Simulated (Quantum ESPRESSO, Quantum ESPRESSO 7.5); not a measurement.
# Ti(0001), 4 layers: vacuum convergence

Aim: how far one choice must go before the vacuum level and the energy of Ti(0001), 4 layers stand still, and what it costs.

Program: Quantum ESPRESSO 7.5. Level of theory: plane-wave DFT, PBE, GBRV ultrasoft pseudopotentials. Results are calculated unless marked as measured.

**1. The structure**

The cell holds 4 atoms: 4 Ti. Cell: a = 2.950 Å, b = 2.950 Å, c = 31.027 Å, α = 90.0°, β = 90.0°, γ = 60.0°. It derives from Ti. Vacuum lies along c.

**2. Ground state: 24 Å of vacuum**

The first run is the reference of the series.

File c0.in:

```
&control
  prefix = 'c0'
  outdir = './out'
  pseudo_dir = './pseudo'
  calculation = 'scf'
  tprnfor = .true.
/
&system
  ibrav = 0
  nat = 4
  ntyp = 1
  ecutwfc = 40
  ecutrho = 200
  occupations = 'smearing'
  smearing = 'mv'
  degauss = 0.02
/
&electrons
  conv_thr = 1e-07
  mixing_beta = 0.4
  electron_maxstep = 120
  mixing_mode = 'local-TF'
/
ATOMIC_SPECIES
  Ti  47.8670  ti_pbe_v1.4.uspp.F.UPF
CELL_PARAMETERS angstrom
  2.95000000000000 0.00000000000000 0.00000000000000
  1.47500000000000 2.55477494116409 0.00000000000000
  0.00000000000000 0.00000000000000 31.02690000000000
ATOMIC_POSITIONS crystal
  Ti  0.666666666700 0.666666666700 0.386761165311
  Ti  0.000000000000 0.000000000000 0.462253721770
  Ti  0.666666666700 0.666666666700 0.537746278230
  Ti  0.000000000000 0.000000000000 0.613238834689
K_POINTS automatic
  12 12 1 0 0 0
```

The run is started by

```
> OMP_NUM_THREADS=1 mpirun -n 4 pw.x -nk 4 -in c0.in > c0.out
```

Output:

```text
Program PWSCF v.7.5 starts
[citation notice left out]

     Parallel version (MPI & OpenMP), running on       4 processor cores
     Number of MPI processes:                 4
     Threads/MPI process:                     1

     MPI processes distributed on     1 nodes
[...]
Current dimensions of program PWSCF are:
     Max number of different atomic species (ntypx) = 10
     Max number of k-points (npk) =  40000
     Max angular momentum in pseudopotentials (lmaxx) =  4
     Message from routine setup:
     using ibrav=0 with symmetry is DISCOURAGED, use correct ibrav instead

     K-points division:     npool     =       4
     Subspace diagonalization in iterative solution of the eigenvalue problem:
     a serial algorithm will be used

     G-vector sticks info
     --------------------
     sticks:   dense  smooth     PW     G-vecs:    dense   smooth      PW
     Sum         433     349    109                75503    54105    9891

     Using Slab Decomposition

     bravais-lattice index     =            0
     lattice parameter (alat)  =       5.5747  a.u.
     unit-cell volume          =    1578.0096 (a.u.)^3
     number of atoms/cell      =            4
     number of atomic types    =            1
     number of electrons       =        48.00
     number of Kohn-Sham states=           29
     kinetic-energy cutoff     =      40.0000  Ry
     charge density cutoff     =     200.0000  Ry
     scf convergence threshold =      1.0E-07
     mixing beta               =       0.4000
     number of iterations used =            8  local-TF  mixing
     Exchange-correlation=  SLA  PW   PBX  PBC
                           (   1   4   3   4   0   0   0)

     celldm(1)=   5.574692  celldm(2)=   0.000000  celldm(3)=   0.000000
     celldm(4)=   0.000000  celldm(5)=   0.000000  celldm(6)=   0.000000

     crystal axes: (cart. coord. in units of alat)
               a(1) = (   1.000000   0.000000   0.000000 )
               a(2) = (   0.500000   0.866025   0.000000 )
               a(3) = (   0.000000   0.000000  10.517593 )

     reciprocal axes: (cart. coord. in units 2 pi/alat)
               b(1) = (  1.000000 -0.577350  0.000000 )
               b(2) = (  0.000000  1.154701  0.000000 )
               b(3) = (  0.000000  0.000000  0.095079 )

     PseudoPot. # 1 for Ti read from file:
     ./pseudo/ti_pbe_v1.4.uspp.F.UPF
     Pseudo is Ultrasoft + core correction, Zval = 12.0
     Generated by new atomic code, or converted to UPF format
     Using radial grid of  851 points,  6 beta functions with:
                l(1) =   0
                l(2) =   0
                l(3) =   1
                l(4) =   1
                l(5) =   2
                l(6) =   2
     Q(r) pseudized with  6 coefficients,  rinner =    1.000   1.000   1.000
                                                       1.000   1.000

     atomic species   valence    mass     pseudopotential
     Ti               12.00    47.86700     Ti( 1.00)

     12 Sym. Ops., with inversion, found ( 6 have fractional translation)

   Cartesian axes

     site n.     atom                  positions (alat units)
         1        Ti     tau(   1) = (   1.0000000   0.5773503   4.0677966  )
         2        Ti     tau(   2) = (   0.0000000   0.0000000   4.8617966  )
         3        Ti     tau(   3) = (   1.0000000   0.5773503   5.6557966  )
         4        Ti     tau(   4) = (   0.0000000   0.0000000   6.4497966  )

     number of k points=    19  Marzari-Vanderbilt smearing, width (Ry)=  0.0200
                       cart. coord. in units 2pi/alat
        k(    1) = (   0.0000000   0.0000000   0.0000000), wk =   0.0138889
        k(    2) = (   0.0000000   0.0962250   0.0000000), wk =   0.0833333
        k(    3) = (   0.0000000   0.1924501   0.0000000), wk =   0.0833333
        k(    4) = (   0.0000000   0.2886751   0.0000000), wk =   0.0833333
        k(    5) = (   0.0000000   0.3849002   0.0000000), wk =   0.0833333
        k(    6) = (   0.0000000   0.4811252   0.0000000), wk =   0.0833333
        k(    7) = (   0.0000000  -0.5773503   0.0000000), wk =   0.0416667
        k(    8) = (   0.0833333   0.1443376   0.0000000), wk =   0.0833333
        k(    9) = (   0.0833333   0.2405626   0.0000000), wk =   0.1666667
        k(   10) = (   0.0833333   0.3367877   0.0000000), wk =   0.1666667
[...]
k(   19) = (   0.3333333  -0.5773503   0.0000000), wk =   0.0277778

     Dense  grid:    75503 G-vectors     FFT dimensions: (  27,  27, 270)

     Smooth grid:    54105 G-vectors     FFT dimensions: (  24,  24, 240)

     Estimated max dynamical RAM per process >     128.23 MB

     Estimated total dynamical RAM >     457.61 MB

     Check: negative core charge=   -0.000003

     Initial potential from superposition of free atoms

     starting charge      43.9998, renormalised to      48.0000

     negative rho (up, down):  1.298E-02 0.000E+00
     Starting wfcs are   40 randomized atomic wfcs

     total cpu time spent up to now is        1.2 secs

     per-process dynamical memory:    62.4 Mb

     Self-consistent Calculation

     iteration #  1     ecut=    40.00 Ry     beta= 0.40
     Davidson diagonalization with overlap
     ethr =  1.00E-02,  avg # of iterations =  5.7

     negative rho (up, down):  1.768E-02 0.000E+00

     total cpu time spent up to now is        4.2 secs

     total energy              =    -477.11033036 Ry
     estimated scf accuracy    <       2.77309574 Ry

     iteration #  2     ecut=    40.00 Ry     beta= 0.40
[...]
negative rho (up, down):  3.323E-02 0.000E+00

[...]
total energy              =    -476.48237820 Ry
     estimated scf accuracy    <       1.19495016 Ry

     iteration #  3     ecut=    40.00 Ry     beta= 0.40
[...]
negative rho (up, down):  2.435E-02 0.000E+00

[...]
total energy              =    -476.81398891 Ry
     estimated scf accuracy    <       0.19152382 Ry

     iteration #  4     ecut=    40.00 Ry     beta= 0.40
[...]
negative rho (up, down):  2.604E-02 0.000E+00

[...]
total energy              =    -476.84819802 Ry
     estimated scf accuracy    <       0.10380510 Ry

     iteration #  5     ecut=    40.00 Ry     beta= 0.40
[...]
negative rho (up, down):  2.207E-02 0.000E+00

[...]
total energy              =    -476.85748968 Ry
     estimated scf accuracy    <       0.00244878 Ry

     iteration #  6     ecut=    40.00 Ry     beta= 0.40
[...]
c_bands:  3 eigenvalues not converged
     c_bands:  1 eigenvalues not converged
[...]
negative rho (up, down):  2.105E-02 0.000E+00

[...]
total energy              =    -476.85877670 Ry
     estimated scf accuracy    <       0.00427826 Ry

     iteration #  7     ecut=    40.00 Ry     beta= 0.40
[...]
negative rho (up, down):  1.728E-02 0.000E+00

[...]
total energy              =    -476.85877091 Ry
     estimated scf accuracy    <       0.00083652 Ry

     iteration #  8     ecut=    40.00 Ry     beta= 0.40
[...]
negative rho (up, down):  1.731E-02 0.000E+00

[...]
total energy              =    -476.85903167 Ry
     estimated scf accuracy    <       0.00290171 Ry

     iteration #  9     ecut=    40.00 Ry     beta= 0.40
[...]
negative rho (up, down):  1.494E-02 0.000E+00

[...]
total energy              =    -476.85831256 Ry
     estimated scf accuracy    <       0.00310009 Ry

     iteration # 10     ecut=    40.00 Ry     beta= 0.40
[...]
negative rho (up, down):  1.362E-02 0.000E+00

[...]
total energy              =    -476.85843068 Ry
     estimated scf accuracy    <       0.00089683 Ry

     iteration # 11     ecut=    40.00 Ry     beta= 0.40
[...]
negative rho (up, down):  1.285E-02 0.000E+00

[...]
total energy              =    -476.85841322 Ry
     estimated scf accuracy    <       0.00065141 Ry

     iteration # 12     ecut=    40.00 Ry     beta= 0.40
[...]
negative rho (up, down):  1.035E-02 0.000E+00

[...]
total energy              =    -476.85830967 Ry
     estimated scf accuracy    <       0.00015134 Ry

     iteration # 13     ecut=    40.00 Ry     beta= 0.40
[...]
negative rho (up, down):  9.837E-03 0.000E+00

[...]
total energy              =    -476.85831966 Ry
     estimated scf accuracy    <       0.00018304 Ry

     iteration # 14     ecut=    40.00 Ry     beta= 0.40
[...]
negative rho (up, down):  8.995E-03 0.000E+00

[...]
total energy              =    -476.85830055 Ry
     estimated scf accuracy    <       0.00018278 Ry

     iteration # 15     ecut=    40.00 Ry     beta= 0.40
[...]
negative rho (up, down):  9.001E-03 0.000E+00

[...]
total energy              =    -476.85830935 Ry
     estimated scf accuracy    <       0.00001120 Ry

     iteration # 16     ecut=    40.00 Ry     beta= 0.40
[...]
negative rho (up, down):  9.019E-03 0.000E+00

[...]
total energy              =    -476.85831073 Ry
     estimated scf accuracy    <       0.00000097 Ry

     iteration # 17     ecut=    40.00 Ry     beta= 0.40
[...]
negative rho (up, down):  9.038E-03 0.000E+00

[...]
total energy              =    -476.85831088 Ry
     estimated scf accuracy    <       0.00000013 Ry

     iteration # 18     ecut=    40.00 Ry     beta= 0.40
[...]
negative rho (up, down):  9.059E-03 0.000E+00

[...]
End of self-consistent calculation

          k = 0.0000 0.0000 0.0000 (  6815 PWs)   bands (ev):

   -55.9707 -55.9696 -55.7684 -55.7054 -32.4196 -32.3542 -32.0768 -31.9372
   -31.9372 -31.9366 -31.9366 -31.8054 -31.7545 -31.7545 -31.7074 -31.7074
    -4.7524  -3.8053  -2.6370  -1.7974   0.8370   0.9735   1.2920   1.5256
     1.6874   1.6874   1.7263   1.7369   1.7376

          k = 0.0000 0.0962 0.0000 (  6799 PWs)   bands (ev):

   -55.9659 -55.9648 -55.7632 -55.7020 -32.4092 -32.3493 -32.0821 -31.9703
   -31.9612 -31.9445 -31.9438 -31.8167 -31.7715 -31.7625 -31.7345 -31.7126
    -4.5642  -3.6247  -2.4616  -1.6319   0.8041   0.9318   1.2197   1.2831
     1.5020   1.5728   1.7438   1.7938   1.8530

          k = 0.0000 0.1925 0.0000 (  6798 PWs)   bands (ev):

   -55.9527 -55.9519 -55.7488 -55.6931 -32.3809 -32.3367 -32.1125 -32.0565
   -32.0159 -31.9645 -31.9634 -31.8778 -31.8050 -31.7897 -31.7840 -31.7271
    -4.0261  -3.1178  -1.9816  -1.1896   0.5660   0.6751   0.8887   1.1232
     1.2667   1.2965   1.6567   1.8939   2.0469

          k = 0.0000 0.2887 0.0000 (  6782 PWs)   bands (ev):

   -55.9347 -55.9342 -55.7286 -55.6813 -32.3431 -32.3234 -32.1939 -32.1694
   -32.0636 -31.9918 -31.9901 -31.9711 -31.8810 -31.8125 -31.8064 -31.7475
    -3.2256  -2.4082  -1.3847  -0.6979   0.1791   0.3629   0.5620   0.8528
     1.0195   1.3126   1.6383   1.7273   2.0904

          k = 0.0000 0.3849 0.0000 (  6728 PWs)   bands (ev):

   -55.9167 -55.9164 -55.7072 -55.6706 -32.3265 -32.3183 -32.2830 -32.2745
   -32.1156 -32.0548 -32.0189 -32.0167 -31.9227 -31.8404 -31.8274 -31.7684
    -2.3387  -1.7542  -1.0637  -0.5969  -0.1176   0.1532   0.3098   0.9809
     1.0581   1.4186   1.6990   1.7864   1.9270

          k = 0.0000 0.4811 0.0000 (  6714 PWs)   bands (ev):

   -55.9034 -55.9033 -55.6901 -55.6641 -32.3798 -32.3645 -32.3264 -32.2874
   -32.1448 -32.1079 -32.0387 -32.0360 -31.9303 -31.8605 -31.8496 -31.7839
    -1.6548  -1.4118  -1.0620  -0.7930  -0.3188   0.0282   0.2126   1.0492
     1.3110   1.7917   1.8862   1.9181   2.2253

[...]
the Fermi energy is     0.9906 ev

!    total energy              =    -476.85831091 Ry
     estimated scf accuracy    <       0.00000001 Ry
     smearing contrib. (-TS)   =      -0.00436896 Ry
     internal energy E=F+TS    =    -476.85394195 Ry

     The total energy is F=E-TS. E is the sum of the following terms:
     one-electron contribution =   -5383.30791494 Ry
     hartree contribution      =    2685.64130553 Ry
     xc contribution           =     -71.93567029 Ry
     ewald contribution        =    2292.74833775 Ry

     convergence has been achieved in  18 iterations

     negative rho (up, down):  9.059E-03 0.000E+00

     Forces acting on atoms (cartesian axes, Ry/au):

     atom    1 type  1   force =    -0.00000000    0.00000000    0.02296357
     atom    2 type  1   force =     0.00000000    0.00000000   -0.02610768
     atom    3 type  1   force =    -0.00000000    0.00000000    0.02610768
     atom    4 type  1   force =     0.00000000   -0.00000000   -0.02296357

     Total force =     0.049172     Total SCF correction =     0.000399

[...]
=------------------------------------------------------------------------------=
   JOB DONE.
=------------------------------------------------------------------------------=
```

The job ended after 46 s (4 MPI ranks of Arm Neoverse V1, shared host; peak memory 0.48 GiB; 3 min of CPU time).

Numbers from this step:

```
free energy  : -6487.9878 eV
Fermi energy : 0.9906 eV
```

The program's own clock; routines nest. Time by routine:

```csv
routine,wall time (s),calls
PWSCF,44.98,1
electrons,43.4,1
c_bands,28.13,18
cegterg,24.81,90
h_psi,19.22,488
fftw,17.95,16026
vloc_psi,16.28,488
mix_rho,6.94,18
sum_band,5.42,18
ffts,4.53,2128
calbec,2.04,598
v_of_rho,1.49,19
add_vuspsi,1.46,488
newd,1.43,19
```

The run needed 18 iterations to bring the estimated error under 1e-07 Ry; the largest force on any atom, held or free, is 0.67 eV/Å.

**3. Electrostatic potential**

plot_num = 11 writes the bare and Hartree potential. It leaves out exchange and correlation, which fade slowly, so it flattens close to the surface.

File c0.pot.in:

```
&inputpp
  prefix = 'c0'
  outdir = './out'
  filplot = 'c0.pot.dat'
  plot_num = 11
/
```

The run is started by

```
> OMP_NUM_THREADS=1 mpirun -n 4 pp.x -in c0.pot.in > c0.pot.out
```

Output:

```text
[banner, memory and clock lines left out]
Program POST-PROC v.7.5 starts

          URL

     ./out/c0.save/

     IMPORTANT: XC functional enforced from input :
     Exchange-correlation= PBE
                           (   1   4   3   4   0   0   0)
     Any further DFT definition will be discarded
     Please, verify this is what you really want

     Check: negative core charge=   -0.000003

     negative rho (up, down):  9.059E-03 0.000E+00

     Calling punch_plot, plot_num =  11
     Writing data to file  c0.pot.dat
     Message from routine chdens:
     namelist plot not found or invalid, exiting
```

Run time: 0.87 s. Hardware: 4 MPI ranks; peak memory 0.09 GiB.

Numbers from this step:

- potential in the middle of the vacuum, over the Fermi level: 4.432 eV

The potential energy, planar mean oscillates, so the rows of the table below give means over windows of 1 Å about each position, cut where the curve ends. Its maxima inside the range that stand out by 2 % of the span (Å: eV): 13.2: -0.220, 15.5: -0.365, 17.8: -0.220. Its minima: 12.0: -19.5, 14.4: -19.4, 16.7: -19.4, 19.1: -19.5.

Electrostatic potential energy of an electron; zero at the Fermi level. The potential energy, planar mean by z; means over each step:

```csv
z (Å),"potential energy, planar mean (eV)"
0,4.43
1,4.43
2,4.43
3,4.43
4,4.43
5,4.43
6,4.43
7,4.43
8,4.42
9,4.34
10,3.63
11,-1.81
12,-15.9
13,-2.55
14,-12.7
15,-7.22
16,-6.76
17,-13.1
18,-2.32
19,-15.9
20,-2.19
21,3.58
22,4.33
23,4.42
24,4.43
25,4.43
26,4.43
27,4.43
28,4.43
29,4.43
30,4.43
```

Inside the slab this potential holds the local part of the pseudopotentials, which can be repulsive at the nuclei; only its value in the vacuum has a meaning of its own.

**4. SCF with pw.x: 18 Å of vacuum**

File c2.in:

```
&control
  prefix = 'c2'
  outdir = './out'
  pseudo_dir = './pseudo'
  calculation = 'scf'
  tprnfor = .true.
/
&system
  ibrav = 0
  nat = 4
  ntyp = 1
  ecutwfc = 40
  ecutrho = 200
  occupations = 'smearing'
  smearing = 'mv'
  degauss = 0.02
/
&electrons
  conv_thr = 1e-07
  mixing_beta = 0.4
  electron_maxstep = 120
  mixing_mode = 'local-TF'
/
ATOMIC_SPECIES
  Ti  47.8670  ti_pbe_v1.4.uspp.F.UPF
CELL_PARAMETERS angstrom
  2.95000000000000 0.00000000000000 0.00000000000000
  1.47500000000000 2.55477494116409 0.00000000000000
  0.00000000000000 0.00000000000000 25.02690000000000
ATOMIC_POSITIONS crystal
  Ti  0.666666666700 0.666666666700 0.359613056351
  Ti  0.000000000000 0.000000000000 0.453204352117
  Ti  0.666666666700 0.666666666700 0.546795647883
  Ti  0.000000000000 0.000000000000 0.640386943649
K_POINTS automatic
  12 12 1 0 0 0
```

The run is started by

```
> OMP_NUM_THREADS=1 mpirun -n 4 pw.x -nk 4 -in c2.in > c2.out
```

Output:

```text
[banner, memory and clock lines left out]
Program PWSCF v.7.5 starts
[...]
Message from routine setup:
[...]
number of electrons       =        48.00
     number of Kohn-Sham states=           29
     kinetic-energy cutoff     =      40.0000  Ry
     charge density cutoff     =     200.0000  Ry
[...]
number of k points=    19  Marzari-Vanderbilt smearing, width (Ry)=  0.0200
[...]
Dense  grid:    61017 G-vectors     FFT dimensions: (  27,  27, 216)
[...]
negative rho (up, down):  1.121E-02 0.000E+00
     Starting wfcs are   40 randomized atomic wfcs
[...]
negative rho (up, down):  1.516E-02 0.000E+00
[...]
estimated scf accuracy    <       2.75223972 Ry
[...]
negative rho (up, down):  2.880E-02 0.000E+00
[...]
estimated scf accuracy    <       1.17455269 Ry
[...]
negative rho (up, down):  2.129E-02 0.000E+00
[...]
estimated scf accuracy    <       0.17386830 Ry
[...]
negative rho (up, down):  2.347E-02 0.000E+00
[...]
estimated scf accuracy    <       0.14271891 Ry
[...]
negative rho (up, down):  2.161E-02 0.000E+00
[...]
estimated scf accuracy    <       0.00340343 Ry
[...]
negative rho (up, down):  2.077E-02 0.000E+00
[...]
estimated scf accuracy    <       0.00474785 Ry
[...]
negative rho (up, down):  1.686E-02 0.000E+00
[...]
estimated scf accuracy    <       0.00092700 Ry
[...]
negative rho (up, down):  1.634E-02 0.000E+00
[...]
estimated scf accuracy    <       0.00272085 Ry
[...]
negative rho (up, down):  1.095E-02 0.000E+00
[...]
estimated scf accuracy    <       0.00309165 Ry
[...]
negative rho (up, down):  9.623E-03 0.000E+00
[...]
estimated scf accuracy    <       0.00224291 Ry
[...]
negative rho (up, down):  8.496E-03 0.000E+00
[...]
estimated scf accuracy    <       0.00021735 Ry
[...]
negative rho (up, down):  7.963E-03 0.000E+00
[...]
estimated scf accuracy    <       0.00219155 Ry
[...]
negative rho (up, down):  8.034E-03 0.000E+00
[...]
estimated scf accuracy    <       0.00050011 Ry
[...]
negative rho (up, down):  7.970E-03 0.000E+00
[...]
estimated scf accuracy    <       0.00002281 Ry
[...]
negative rho (up, down):  7.860E-03 0.000E+00
[...]
estimated scf accuracy    <       0.00000148 Ry
[...]
negative rho (up, down):  7.858E-03 0.000E+00
[...]
estimated scf accuracy    <       0.00000024 Ry
[...]
negative rho (up, down):  7.846E-03 0.000E+00
[...]
the Fermi energy is     2.2911 ev
!    total energy              =    -476.85829867 Ry
     estimated scf accuracy    <       0.00000003 Ry
     smearing contrib. (-TS)   =      -0.00436921 Ry
     internal energy E=F+TS    =    -476.85392946 Ry
[...]
one-electron contribution =   -3570.43610456 Ry
     hartree contribution      =    1781.50037647 Ry
     xc contribution           =     -71.93578817 Ry
     ewald contribution        =    1384.01758680 Ry
     convergence has been achieved in  17 iterations
     negative rho (up, down):  7.846E-03 0.000E+00
[...]
Total force =     0.048910     Total SCF correction =     0.000998
[...]
```

Run time: 35 s. Hardware: 4 MPI ranks; peak memory 0.4 GiB; 2.3 min of CPU time.

This step gave:

| Quantity | Value |
| --- | --- |
| free energy | -6487.9877 eV |
| Fermi energy | 2.291 eV |

The program's own clock; routines nest. Time by routine:

```csv
routine,wall time (s),calls
PWSCF,34.31,1
electrons,33.01,1
c_bands,21.72,17
cegterg,18.98,85
h_psi,14.53,475
fftw,13.4,15389
vloc_psi,12.23,475
mix_rho,5.06,17
sum_band,4.01,17
ffts,3.26,1993
calbec,1.59,580
add_vuspsi,1.13,475
newd,1.12,18
s_psi,1.11,475
```

**5. Electrostatic potential**

File c2.pot.in:

```
&inputpp
  prefix = 'c2'
  outdir = './out'
  filplot = 'c2.pot.dat'
  plot_num = 11
/
```

The run is started by

```
> OMP_NUM_THREADS=1 mpirun -n 4 pp.x -in c2.pot.in > c2.pot.out
```

Elapsed: 0.82 s, on 4 MPI ranks; peak memory 0.1 GiB.

This step gave:

| Quantity | Value |
| --- | --- |
| potential in the middle of the vacuum, over the Fermi level | 4.431 eV |

Counted from each run's own zero (the Fermi level), the vacuum level differs from the first run's by -1 meV.

(Part 1 of 2 ends here.)

[Logs are printed without paths, hosts, clocks, repeated set-up lines and the standing remarks that a program may print on its own settings, such as how far it seeks lower states.]

[Hosts, paths, dates, database ids (printed as entryN), source tags and the programs' standing remarks are cut or masked in the printed files.]

[Maps of the electrostatic potential energy from Ansatz leave out the sawtooth potential of an applied field or a dipole correction, so their vacuum need not be flat; planar profiles and work functions include it.]
